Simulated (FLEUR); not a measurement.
# Fe2Ge: parallel and opposed starts

A self-consistent run ends on one state, which hangs on the start. Several orders of Fe2Ge are started in FLEUR and their energies compared.

Main program and level: FLEUR MaX-R8.1; PBEsol; all-electron FLAPW, Dirac cores, scalar-relativistic bands.

Report form: the programs' logs are mostly left out.

**1. The structure**

The structure is hexagonal, space group P6_3/mmc (No. 194). The conventional cell has a = 4.133 Å, b = 4.133 Å, c = 5.009 Å, α = 90.00°, β = 90.00°, γ = 120.00°. Nearest to Fe lie 8 Fe at 2.50 to 2.69 Å and 6 Ge at 2.69 Å. Nearest to Fe lie 5 Ge at 2.39 to 2.50 Å and 6 Fe at 2.69 Å. Nearest to Ge lie 11 Fe at 2.39 to 2.69 Å. Farther neighbours are not listed.

Structure file:

```xyz
6
Lattice="4.1329 0.0000 0.0000 -2.0664 3.5792 0.0000 0.0000 0.0000 5.0088" Properties=species:S:1:pos:R:3 pbc="T T T"
Fe    0.0000    0.0000    0.0000
Fe    0.0000    0.0000    2.5044
Fe    2.0664    1.1931    3.7566
Fe    0.0000    2.3861    1.2522
Ge    2.0664    1.1931    1.2522
Ge    0.0000    2.3861    3.7566
```

The cell comes from a database of computed structures and need not be the stable phase.

**2. Run 1 (ferro ++++)**

The parallel start is the test of whether parallel moments hold.

inpgen writes inp.xml from crystal.txt; cutoffs, mixing, functional, smearing and local orbitals are then set in the file. The k list default-1 (kpts.xml, not shown) is a Γ-centred 8×8×8 mesh; where the ranks do not divide the number of points, some are split in two of half the weight.

inp.xml reads:

```
<?xml version="1.0" encoding="UTF-8" standalone="no"?>
<fleurInput fleurInputVersion="0.39">
   <comment>
      Fe2Ge
   </comment>
   <calculationSetup>
      <cutoffs Kmax="3.73" Gmax="11.2" GmaxXC="11.2" numbands="0"/>
      <scfLoop itmax="90" minDistance="0.00002" maxIterBroyd="15" imix="Anderson" alpha="0.05" precondParam="0.0" spinf="2.0" sdNocoIR="T"/>
      <coreElectrons ctail="T" frcor="F" kcrel="0" coretail_lmax="0"/>
      <xcFunctional name="PBEs" relativisticCorrections="F"/>
      <magnetism jspins="2"/>
      <soc l_soc="F" theta="0.0" phi="0.0" spav="F"/>
      <expertModes spex="0" secvar="F"/>
      <geometryOptimization l_f="F" forcealpha="1.0" forcemix="BFGS" epsdisp="0.00001" epsforce="0.00001"/>
      <ldaU l_linMix="F" mixParam="0.05" spinf="1.0"/>
   </calculationSetup>
   <cell>
      <bzIntegration valenceElectrons="92.0" mode="hist" fermiSmearingEnergy="0.00110248">
         <kPointListSelection listName="default-1"/>
         <xi:include xmlns:xi="http://www.w3.org/2001/XInclude" href="kpts.xml"> </xi:include>
      </bzIntegration>
      <xi:include xmlns:xi="http://www.w3.org/2001/XInclude" href="sym.xml"> </xi:include>
      <bulkLattice scale="1.0">
         <bravaisMatrix>
            <row-1>    7.8099888922488185    -0.0000000000188973     0.0000000000000000</row-1>
            <row-2>   -3.9049944461055119     6.7636487839557873     0.0000000000000000</row-2>
            <row-3>    0.0000000000000000     0.0000000000000000     9.4651695060424998</row-3>
         </bravaisMatrix>
      </bulkLattice>
   </cell>
   <atomSpecies>
      <species name="Iron (Fe) 2.800" element="Fe" atomicNumber="26">
         <mtSphere radius="2.2" gridPoints="727" logIncrement="0.017"/>
         <atomicCutoffs lmax="8" lnonsphr="6"/>
         <electronConfig flipSpins="F">
            <coreConfig>(1s1/2) (2s1/2) (2p1/2) (2p3/2)</coreConfig>
            <valenceConfig>(3s1/2) (3p1/2) (3p3/2) (4s1/2) (3d3/2) (3d5/2)</valenceConfig>
            <stateOccupation state="(3d3/2)" spinUp="1.4" spinDown="1.0"/>
            <stateOccupation state="(3d5/2)" spinUp="3.0" spinDown="0.6"/>
         </electronConfig>
         <energyParameters s="4" p="4" d="3" f="4"/>
         <lo type="SCLO" l="0" n="3" eDeriv="0"/>
         <lo type="SCLO" l="1" n="3" eDeriv="0"/>
      </species>
      <species name="Germanium (Ge)" element="Ge" atomicNumber="32">
         <mtSphere radius="2.2" gridPoints="727" logIncrement="0.017"/>
         <atomicCutoffs lmax="8" lnonsphr="6"/>
         <electronConfig flipSpins="F">
            <coreConfig>(1s1/2) (2s1/2) (2p1/2) (2p3/2) (3s1/2) (3p1/2) (3p3/2)</coreConfig>
            <valenceConfig>(4s1/2) (3d3/2) (3d5/2) (4p1/2) (4p3/2)</valenceConfig>
            <stateOccupation state="(4p1/2)" spinUp="0.333333" spinDown="0.333333"/>
            <stateOccupation state="(4p3/2)" spinUp="0.666667" spinDown="0.666667"/>
         </electronConfig>
         <energyParameters s="4" p="4" d="3" f="4"/>
      </species>
   </atomSpecies>
   <atomGroups>
      <atomGroup species="Iron (Fe) 2.800">
         <relPos label="                   1">.0000000000 .0000000000 .0000000000</relPos>
         <relPos label="                   2">.0000000000 .0000000000 1.000/2.000</relPos>
         <force calculate="T" relaxXYZ="TTT"/>
      </atomGroup>
      <atomGroup species="Iron (Fe) 2.800">
         <relPos label="                   3">-1.000/3.000 1.000/3.000 -1.000/4.000</relPos>
         <relPos label="                   4">1.000/3.000 -1.000/3.000 1.000/4.000</relPos>
         <force calculate="T" relaxXYZ="TTT"/>
      </atomGroup>
      <atomGroup species="Germanium (Ge)">
         <relPos label="                   5">-1.000/3.000 1.000/3.000 1.000/4.000</relPos>
         <relPos label="                   6">1.000/3.000 -1.000/3.000 -1.000/4.000</relPos>
         <force calculate="T" relaxXYZ="TTT"/>
      </atomGroup>
   </atomGroups>
   <output dos="F" band="F" slice="F">
      <bandDOS minEnergy="-.5*Htr" maxEnergy="0.5*Htr" sigma="0.015" storeEVData="T"/>
      <plotting iplot="0" polar="F">
         <plot TwoD="T" vec1="  1.0  0.0  0.0" vec2="  0.0  1.0  0.0" vec3="  0.0  0.0  1.0" zero="  0.0  0.0  0.0" file="plot"/>
      </plotting>
      <moessbauerParams electricFieldGradient="F" isomerShift="F" coreHyperfine="F" valenceHyperfine="F"/>
   </output>
</fleurInput>
```

crystal.txt reads:

```
Fe2Ge
&input film=F cartesian=F /
4.13286813924  -0.00000000001  0.00000000000
-2.06643406961  3.57916879907  0.00000000000
0.00000000000  0.00000000000  5.00875200000
1.8897261246
1.0 1.0 1.0

6
26 0.00000000000  0.00000000000  0.00000000000 : 2.800
26 0.00000000000  0.00000000000  0.50000000000 : 2.800
26 0.66666666667  0.33333333333  0.75000000000 : 2.800
26 0.33333333333  0.66666666667  0.25000000000 : 2.800
32 0.66666666667  0.33333333333  0.25000000000
32 0.33333333333  0.66666666667  0.75000000000

&kpt div1=8 div2=8 div3=8 gamma=T /
```

Launch:

```console
$ OMP_NUM_THREADS=1 inpgen -f crystal.txt > inpgen.log  # inp.xml is then edited as shown
$ OMP_NUM_THREADS=1 mpirun -n 4 fleur_MPI > fleur.log
```

It took 1.7 min on 4 MPI ranks of Arm Neoverse V1, shared host; peak memory 0.3 GiB; 7 min of CPU time.

Spin moment in the muffin-tin sphere by atom:

```csv
atom,spin moment in the muffin-tin sphere (μB)
Fe1,2.43
Fe2,2.43
Fe3,1.50
Fe4,1.50
Ge5,-0.07
Ge6,-0.07
```

Read from the output:

* free energy: -252567.5898 eV
* program's band gap on this mesh (in a metal only a level spacing): 0.003561 eV
* magnetization: 7.666 μB
* final state: ferromagnetic, with opposed induced moments

After 35 cycles the largest moment stands at 2.43 μB.

**3. Run 2 (antiferro ++--)**

Another pattern of signs weighs the neighbour shells otherwise.

inp.xml: that of step 2 with these lines changed.

```diff
@@ -44,2 +44,15 @@
       </species>
+      <species name="Iron (Fe) -2.800" element="Fe" atomicNumber="26">
+         <mtSphere radius="2.2" gridPoints="727" logIncrement="0.017"/>
+         <atomicCutoffs lmax="8" lnonsphr="6"/>
+         <electronConfig flipSpins="F">
+            <coreConfig>(1s1/2) (2s1/2) (2p1/2) (2p3/2)</coreConfig>
+            <valenceConfig>(3s1/2) (3p1/2) (3p3/2) (4s1/2) (3d3/2) (3d5/2)</valenceConfig>
+            <stateOccupation state="(3d3/2)" spinUp="1.0" spinDown="1.4"/>
+            <stateOccupation state="(3d5/2)" spinUp="0.6" spinDown="3.0"/>
+         </electronConfig>
+         <energyParameters s="4" p="4" d="3" f="4"/>
+         <lo type="SCLO" l="0" n="3" eDeriv="0"/>
+         <lo type="SCLO" l="1" n="3" eDeriv="0"/>
+      </species>
       <species name="Germanium (Ge)" element="Ge" atomicNumber="32">
@@ -62,3 +75,3 @@
       </atomGroup>
-      <atomGroup species="Iron (Fe) 2.800">
+      <atomGroup species="Iron (Fe) -2.800">
          <relPos label="                   3">-1.000/3.000 1.000/3.000 -1.000/4.000</relPos>
```

crystal.txt: that of step 2 with these lines changed.

```diff
@@ -11,4 +11,4 @@
 26 0.00000000000  0.00000000000  0.50000000000 : 2.800
-26 0.66666666667  0.33333333333  0.75000000000 : 2.800
-26 0.33333333333  0.66666666667  0.25000000000 : 2.800
+26 0.66666666667  0.33333333333  0.75000000000 : -2.800
+26 0.33333333333  0.66666666667  0.25000000000 : -2.800
 32 0.66666666667  0.33333333333  0.25000000000
```

It took 4.5 min on 4 MPI ranks; peak memory 0.3 GiB.

The run stopped without converging, so none of its numbers is a property of the system.

After 90 cycles the density distance stands at 3.5 me/bohr³, above the threshold of 2e-05.

**4. Order 3, typed as no spin polarisation**

Without spin polarisation no moment can form, so the difference from the other runs is what forming moments gains.

inp.xml: that of step 3 with these lines changed.

```diff
@@ -10,3 +10,3 @@
       <xcFunctional name="PBEs" relativisticCorrections="F"/>
-      <magnetism jspins="2"/>
+      <magnetism jspins="1"/>
       <soc l_soc="F" theta="0.0" phi="0.0" spav="F"/>
@@ -31,3 +31,3 @@
    <atomSpecies>
-      <species name="Iron (Fe) 2.800" element="Fe" atomicNumber="26">
+      <species name="Iron (Fe)" element="Fe" atomicNumber="26">
          <mtSphere radius="2.2" gridPoints="727" logIncrement="0.017"/>
@@ -37,17 +37,4 @@
             <valenceConfig>(3s1/2) (3p1/2) (3p3/2) (4s1/2) (3d3/2) (3d5/2)</valenceConfig>
-            <stateOccupation state="(3d3/2)" spinUp="1.4" spinDown="1.0"/>
-            <stateOccupation state="(3d5/2)" spinUp="3.0" spinDown="0.6"/>
-         </electronConfig>
-         <energyParameters s="4" p="4" d="3" f="4"/>
-         <lo type="SCLO" l="0" n="3" eDeriv="0"/>
-         <lo type="SCLO" l="1" n="3" eDeriv="0"/>
-      </species>
-      <species name="Iron (Fe) -2.800" element="Fe" atomicNumber="26">
-         <mtSphere radius="2.2" gridPoints="727" logIncrement="0.017"/>
-         <atomicCutoffs lmax="8" lnonsphr="6"/>
-         <electronConfig flipSpins="F">
-            <coreConfig>(1s1/2) (2s1/2) (2p1/2) (2p3/2)</coreConfig>
-            <valenceConfig>(3s1/2) (3p1/2) (3p3/2) (4s1/2) (3d3/2) (3d5/2)</valenceConfig>
-            <stateOccupation state="(3d3/2)" spinUp="1.0" spinDown="1.4"/>
-            <stateOccupation state="(3d5/2)" spinUp="0.6" spinDown="3.0"/>
+            <stateOccupation state="(3d3/2)" spinUp="1.200000" spinDown="1.200000"/>
+            <stateOccupation state="(3d5/2)" spinUp="1.800000" spinDown="1.800000"/>
          </electronConfig>
@@ -70,3 +57,3 @@
    <atomGroups>
-      <atomGroup species="Iron (Fe) 2.800">
+      <atomGroup species="Iron (Fe)">
          <relPos label="                   1">.0000000000 .0000000000 .0000000000</relPos>
@@ -75,3 +62,3 @@
       </atomGroup>
-      <atomGroup species="Iron (Fe) -2.800">
+      <atomGroup species="Iron (Fe)">
          <relPos label="                   3">-1.000/3.000 1.000/3.000 -1.000/4.000</relPos>
```

crystal.txt reads:

```
Fe2Ge
&input film=F cartesian=F /
4.13286813924  -0.00000000001  0.00000000000
-2.06643406961  3.57916879907  0.00000000000
0.00000000000  0.00000000000  5.00875200000
1.8897261246
1.0 1.0 1.0

6
26 0.00000000000  0.00000000000  0.00000000000
26 0.00000000000  0.00000000000  0.50000000000
26 0.66666666667  0.33333333333  0.75000000000
26 0.33333333333  0.66666666667  0.25000000000
32 0.66666666667  0.33333333333  0.25000000000
32 0.33333333333  0.66666666667  0.75000000000

&kpt div1=8 div2=8 div3=8 gamma=T /
```

Run time: 37 s. Hardware: 4 MPI ranks; peak memory 0.25 GiB.

Numbers from this step:

- free energy: -252566.3074 eV
- program's band gap on this mesh (in a metal only a level spacing): 0.002623 eV
- final state: non-magnetic (no spin polarisation)

It lies 321 meV a seeded atom over the first start.

**5. Energies of the orders**

Free energies are divided by the number of seeded atoms.

Orders:

| start | final state | typed order kept | energy over the lowest (meV a seeded atom) | largest sphere moment (μB) | net moment (μB a primitive cell) | mesh matched | CPU time (s) |
| --- | --- | --- | --- | --- | --- | --- | --- |
| ferro ++++ | ferromagnetic, with opposed induced moments | yes | 0 | 2.43 | 7.666 | yes | 418.8 |
| no spin polarisation | non-magnetic | - | 320.6 | 0 | 0 | yes | 148.6 |

**6. What came out**

| Item | Value |
| --- | --- |
| lower run | with moments |
| largest site spin moment | 2.43 μB |
| next finished state | non-magnetic, 321 meV a seeded atom higher |
| energy gained by spin polarisation | 321 meV a seeded atom |

What this shows: No opposed order could be compared. The parallel start holds moments up to 2.43 μB. 1 start gave no converged result and is missing from the ranking; a lower order may hide there. No antiferromagnetic order was obtained, so the session says nothing on how the moments order.

[Logs and program files are shortened in this print: banners, set-up blocks, solver, clock and traceback lines can be left out without a mark of their own.]

[Logs are printed without paths, hosts, clocks, repeated set-up lines and the standing remarks that a program may print on its own settings, such as how far it seeks lower states.]

[Hosts, paths, dates, database ids (printed as entryN), source tags and the programs' standing remarks are cut or masked in the printed files.]

[Where a cell is said to come from a database of computed structures, the database is the Materials Project.]
